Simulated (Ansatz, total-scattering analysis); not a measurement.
## acetonitrile: run and scatter

Aim: the structure of acetonitrile at 300 K, and the X-ray and neutron patterns it would give.

Method: ab initio molecular dynamics with Ansatz (revPBE-D3(BJ), plane waves, PAW default files, Langevin thermostat, no spin, fixed volume, H with the mass of D). Composition: 16 acetonitrile; C 33.3, N 16.7, H 50.0 atom %; 96 atoms. The average runs over 0.50 ps of 96 atoms, so shells between rare elements are rough. Mean temperature 306 K, largest m.s.d. 2.75 Å², energy drift -5 meV an atom (last third less first, no steady trend), Langevin friction 10 ps⁻¹; the first quarter of the run is discarded. Start: last frame of a classical run of this cell at the same density and temperature. So short a stretch relaxes bonds and nearest shells but still remembers its start.

## The run

The step of 1 fs has to resolve the fastest vibration, that of H (given the mass of D, which leaves classical structure unchanged and allows a longer step). The volume is fixed, since the run is too short for a cell to find its own; the mean pressure then hints how far the functional is from its own density, with errors up to a few GPa from cell size, k-points and loose SCF steps (the program warns of the last). One k-point, Γ, is the usual economy for a cell of this size. Smeared occupations keep the forces smooth should levels come near the Fermi energy. A dispersion term is added because semilocal functionals bind large anions and molecules too weakly, which shows as excess pressure at a given density. A Langevin thermostat samples the right structure once equilibrated, but its friction lowers diffusion.

Contents of input.yaml:

```yaml
crystal:
  lattice:
    - [11.1825, 0.0, 0.0]
    - [0.0, 11.1825, 0.0]
    - [0.0, 0.0, 11.1825]
  atoms:
    - { symbol: C, position: [0.4866, 0.3928, 0.6683] }
    - { symbol: C, position: [0.443, 0.3903, 0.7947] }
    - { symbol: "N", position: [0.392, 0.3638, 0.885] }
    - { symbol: H, position: [0.5876, 0.3953, 0.6606] }
[... 90 atom lines left out ...]
    - { symbol: H, position: [0.6849, 0.5499, 0.8155] }
    - { symbol: H, position: [0.7123, 0.6886, 0.7542] }
kpoints:
  mp_grid: { grid: [1, 1, 1] }
scf:
  occupations: { method: fermi_dirac, width: 0.0259 }
hamiltonian:
  xc: revpbe
  pseudopotentials: { kind: paw }
  dispersion: d3bj
output:
  forces: true
  stress: true
md:
  timestep: 1.0
  n_steps: 663
  ensemble: nvt_langevin
  temperature: 300.0
  initial_velocities: maxwell_boltzmann
  seed: 7
  masses: [{ species: H, mass: 2.014 }]
```

```console
$ ansatz run input.yaml --threads 4 --pin off --max-ram 10240MiB --backend cpu --events-out ev --progress --plain --runs-dir out
```

```text
Warning: md: disabling space-group detection — thermal motion breaks the input geometry's symmetry, so no spatial operation reduces the k-mesh or symmetrises the density; time reversal is kept, so that k and −k are [...]
Warning: output.stress: scf.convergence.dr2_threshold = 9.6e-8 eV (the default of an md: trajectory) is looser than the 9.6e-9 eV advised for a printed stress (1e-10 eV for each atom of the cell: 96). What an SCF [...]
Warning: RAYON_NUM_THREADS=4 ignored (pool sized by the plan → 4); use --threads N
Engine: ansatz 0.2.0, aarch64-unknown-linux-gnu
Pseudopotential: C, paw, valence charge 4, recommended cutoff 420 eV (normal), C.paw.azcp
Pseudopotential: N, paw, valence charge 5, recommended cutoff 420 eV (normal), N.paw.azcp
Pseudopotential: H, paw, valence charge 1, recommended cutoff 420 eV (normal), H.paw.azcp
Functional definition: revPBE
Crystal: 96 atoms, lattice volume = 1398.353 Å³
Basis set: ecut = 420 eV, 27369 PW (Γ), exchange–correlation on 150×150×150 points (8 copies of the dense FFT grid, shifted against one another)
Bands: 224, of which v1, the nominal top of the filled ones, is band 128 counted from 1 (127 counted from 0)
k-points: 1
[... other set-up lines, SCF lines and steps between those shown are left out ...]
md step     0: t =     0.00 fs  T =   296.9 K  F+E_penalty+E_count = -14997.42772837 eV  E_kin = 3.683910 eV  P_inst = 0.4095 GPa  (10 SCF iters)
md step     1: t =     1.00 fs  T =   313.0 K  F+E_penalty+E_count = -14997.59761633 eV  E_kin = 3.884530 eV  P_inst = 0.3449 GPa  (9 SCF iters, 3 dispersion substeps)
md step    26: t =    26.00 fs  T =   278.4 K  F+E_penalty+E_count = -14997.36374748 eV  E_kin = 3.454388 eV  P_inst = -0.2782 GPa  (7 SCF iters, 3 dispersion substeps)
md step    52: t =    52.00 fs  T =   299.8 K  F+E_penalty+E_count = -14997.41547427 eV  E_kin = 3.719687 eV  P_inst = 0.0963 GPa  (7 SCF iters, 3 dispersion substeps)
md step    78: t =    78.00 fs  T =   307.9 K  F+E_penalty+E_count = -14997.57994719 eV  E_kin = 3.820340 eV  P_inst = 0.0632 GPa  (7 SCF iters, 3 dispersion substeps)
md step   104: t =   104.00 fs  T =   323.3 K  F+E_penalty+E_count = -14997.28783830 eV  E_kin = 4.011263 eV  P_inst = -0.0819 GPa  (7 SCF iters, 3 dispersion substeps)
md step   130: t =   130.00 fs  T =   270.3 K  F+E_penalty+E_count = -14996.73138258 eV  E_kin = 3.354114 eV  P_inst = 0.3285 GPa  (9 SCF iters, 3 dispersion substeps)
md step   156: t =   156.00 fs  T =   333.8 K  F+E_penalty+E_count = -14997.02571172 eV  E_kin = 4.142148 eV  P_inst = -0.1342 GPa  (7 SCF iters, 3 dispersion substeps)
md step   182: t =   182.00 fs  T =   352.0 K  F+E_penalty+E_count = -14996.89393080 eV  E_kin = 4.367444 eV  P_inst = -0.0327 GPa  (7 SCF iters, 3 dispersion substeps)
md step   208: t =   208.00 fs  T =   337.4 K  F+E_penalty+E_count = -14996.88490426 eV  E_kin = 4.186387 eV  P_inst = 0.0027 GPa  (7 SCF iters, 3 dispersion substeps)
md step   234: t =   234.00 fs  T =   286.8 K  F+E_penalty+E_count = -14996.92840968 eV  E_kin = 3.558728 eV  P_inst = 0.6225 GPa  (7 SCF iters, 3 dispersion substeps)
md step   260: t =   260.00 fs  T =   321.2 K  F+E_penalty+E_count = -14997.46519281 eV  E_kin = 3.985533 eV  P_inst = 0.3246 GPa  (9 SCF iters, 3 dispersion substeps)
md step   286: t =   286.00 fs  T =   313.8 K  F+E_penalty+E_count = -14997.12831438 eV  E_kin = 3.894407 eV  P_inst = -0.5032 GPa  (7 SCF iters, 3 dispersion substeps)
md step   312: t =   312.00 fs  T =   328.2 K  F+E_penalty+E_count = -14997.57614157 eV  E_kin = 4.073093 eV  P_inst = 0.1431 GPa  (7 SCF iters, 3 dispersion substeps)
md step   338: t =   338.00 fs  T =   289.4 K  F+E_penalty+E_count = -14997.08349883 eV  E_kin = 3.590816 eV  P_inst = 0.0062 GPa  (7 SCF iters, 3 dispersion substeps)
md step   364: t =   364.00 fs  T =   322.1 K  F+E_penalty+E_count = -14997.95337917 eV  E_kin = 3.996523 eV  P_inst = -0.5605 GPa  (7 SCF iters, 3 dispersion substeps)
md step   390: t =   390.00 fs  T =   316.0 K  F+E_penalty+E_count = -14997.47843039 eV  E_kin = 3.921730 eV  P_inst = 0.4274 GPa  (9 SCF iters, 3 dispersion substeps)
md step   416: t =   416.00 fs  T =   327.7 K  F+E_penalty+E_count = -14997.46616905 eV  E_kin = 4.066381 eV  P_inst = 0.2994 GPa  (7 SCF iters, 3 dispersion substeps)
md step   442: t =   442.00 fs  T =   294.6 K  F+E_penalty+E_count = -14996.94215799 eV  E_kin = 3.656161 eV  P_inst = -0.1730 GPa  (7 SCF iters, 3 dispersion substeps)
md step   468: t =   468.00 fs  T =   305.8 K  F+E_penalty+E_count = -14997.14451838 eV  E_kin = 3.794767 eV  P_inst = -0.4664 GPa  (7 SCF iters, 3 dispersion substeps)
md step   494: t =   494.00 fs  T =   280.4 K  F+E_penalty+E_count = -14997.10097818 eV  E_kin = 3.479353 eV  P_inst = 0.1481 GPa  (7 SCF iters, 3 dispersion substeps)
md step   520: t =   520.00 fs  T =   272.7 K  F+E_penalty+E_count = -14997.75206680 eV  E_kin = 3.383668 eV  P_inst = -0.1514 GPa  (9 SCF iters, 3 dispersion substeps)
md step   546: t =   546.00 fs  T =   253.1 K  F+E_penalty+E_count = -14997.21168225 eV  E_kin = 3.140446 eV  P_inst = -0.7174 GPa  (7 SCF iters, 3 dispersion substeps)
md step   572: t =   572.00 fs  T =   316.3 K  F+E_penalty+E_count = -14997.55349748 eV  E_kin = 3.925008 eV  P_inst = 0.9486 GPa  (7 SCF iters, 3 dispersion substeps)
md step   598: t =   598.00 fs  T =   298.2 K  F+E_penalty+E_count = -14997.88902246 eV  E_kin = 3.700188 eV  P_inst = 0.6297 GPa  (7 SCF iters, 3 dispersion substeps)
md step   624: t =   624.00 fs  T =   291.0 K  F+E_penalty+E_count = -14997.62997910 eV  E_kin = 3.611054 eV  P_inst = -1.1538 GPa  (7 SCF iters, 3 dispersion substeps)
md step   650: t =   650.00 fs  T =   278.2 K  F+E_penalty+E_count = -14997.20472016 eV  E_kin = 3.452160 eV  P_inst = -0.1096 GPa  (9 SCF iters, 3 dispersion substeps)
[... last step's energies and forces left out ...]
--- MD trajectory: 663 steps, t = 0.0 → 663.0 fs ---
  final state: T = 297.5 K   F+E_penalty+E_count = -14997.54739104 eV   E_kin = 3.691661 eV
```

It took 61 min on 4 threads of Arm Neoverse V1, with other jobs on the host, peak memory 1.3 GiB.

## Analysis

The totals are in Faber–Ziman form. Below 4 Å⁻¹ the partials are summed on the cell's own reciprocal vectors (from 0.56 Å⁻¹) and folded with a Gaussian of σ = 0.12 Å⁻¹; above it they are transforms of g(r) out to 7.6 Å, tapered over the last 40 %. The fold lowers sharp peaks, and with so few vectors their positions are good to about 0.1 Å⁻¹. X-rays take neutral-atom form factors, neutrons coherent lengths (C 6.6472, N 9.36, H 6.6681 fm). Hydrogen is taken as deuterium. G(r) = 4πrρ₀[g(r) − 1] carries the resolution of a Lorch-windowed transform up to 20 Å⁻¹. The patterns are simulated, not measured. The cell is small: beyond half the box only the part of each shell inside it is counted, and low-Q values rest on few vectors. It is averaged over 125 frames.

| T (K) | state | density (g/cm³) | first clear X-ray maximum (Å⁻¹) | its height (X-ray) | first clear neutron maximum (Å⁻¹) | its height (neutron) | N–N (Å) | N around N | held | D over the elements, rough (10⁻⁹ m²/s) |
| --- | --- | --- | --- | --- | --- | --- | --- | --- | --- | --- |
| 300 | liquid | 0.780 | 1.57 | 4.05 | 1.56 | 3.13 | 4.43 | 7.40 | volume, 0.0 GPa mean | - |

X-ray S(Q):

```
Q (Å⁻¹)  300 K
    0.8  -0.32
    1.1   0.07
    1.4   1.44
    1.7   3.19
    2.0   1.48
    2.3   1.17
    2.6   0.70
    2.9   0.62
    3.2   0.76
    3.5   0.66
    3.8   0.62
    4.1   0.63
    4.4   0.64
    4.7   0.78
    5.0   0.99
    5.3   1.16
    5.6   1.26
    5.9   1.26
    6.2   1.18
    6.5   1.08
    6.8   1.04
    7.1   1.05
    7.4   1.06
    7.7   1.05
    8.0   1.00
    8.3   0.91
    8.6   0.88
    8.9   0.90
```

At 300 K the maxima of S(Q), Q in Å⁻¹ (height), are X-ray: 1.57 (4.05), 3.27 (0.77), 5.76 (1.27), 10.22 (1.05); neutron: 1.56 (3.13), 4.25 (0.92), 6.79 (1.16), 12.44 (1.11). Its shells:

```
pair  first peak (Å)  g there  first minimum (Å)  g there                neighbours                               kind  X-ray weight (f = Z)  neutron weight
 C–H            1.10     31.3               1.40     0.00  1.5 H per C, 1.0 C per H                   within molecules                  0.15            0.29
 C–N            1.17     35.3               1.50     0.00  0.5 N per C, 1.0 C per N                   within molecules                  0.35            0.14
 C–C            1.46     17.0               1.86     0.00                       1.0                   within molecules                  0.30            0.10
 H–H            1.79      8.9               2.10     0.12                       2.0                   within molecules                  0.02            0.22
 N–H            3.16      4.1               3.70     0.98  8.7 H per N, 2.9 N per H  62 % within molecules at the peak                  0.09            0.21
 N–N            4.43      1.9               5.52     0.93                       7.4                  between molecules                  0.10            0.05
```

The tapered transform alone would put 2.78 at the X-ray maximum of 1.57 Å⁻¹, where the reciprocal vectors give 4.05: a cut in r lowers sharp peaks, which is why the direct sum is used there.

**Reading.** Distances within molecules give the sharpest pair functions, and with hydrogen they rule the neutron S(Q) at high Q: C–H 1.10 Å, C–N 1.17 Å, C–C 1.46 Å and H–H 1.79 Å (first peaks only). No H sits on O, N or F, so there are no conventional hydrogen bonds; the first peak of S(Q) reflects the packing of whole molecules.

[Logs are printed without paths, hosts, clocks, repeated set-up lines and the standing remarks that a program may print on its own settings, such as how far it seeks lower states.]
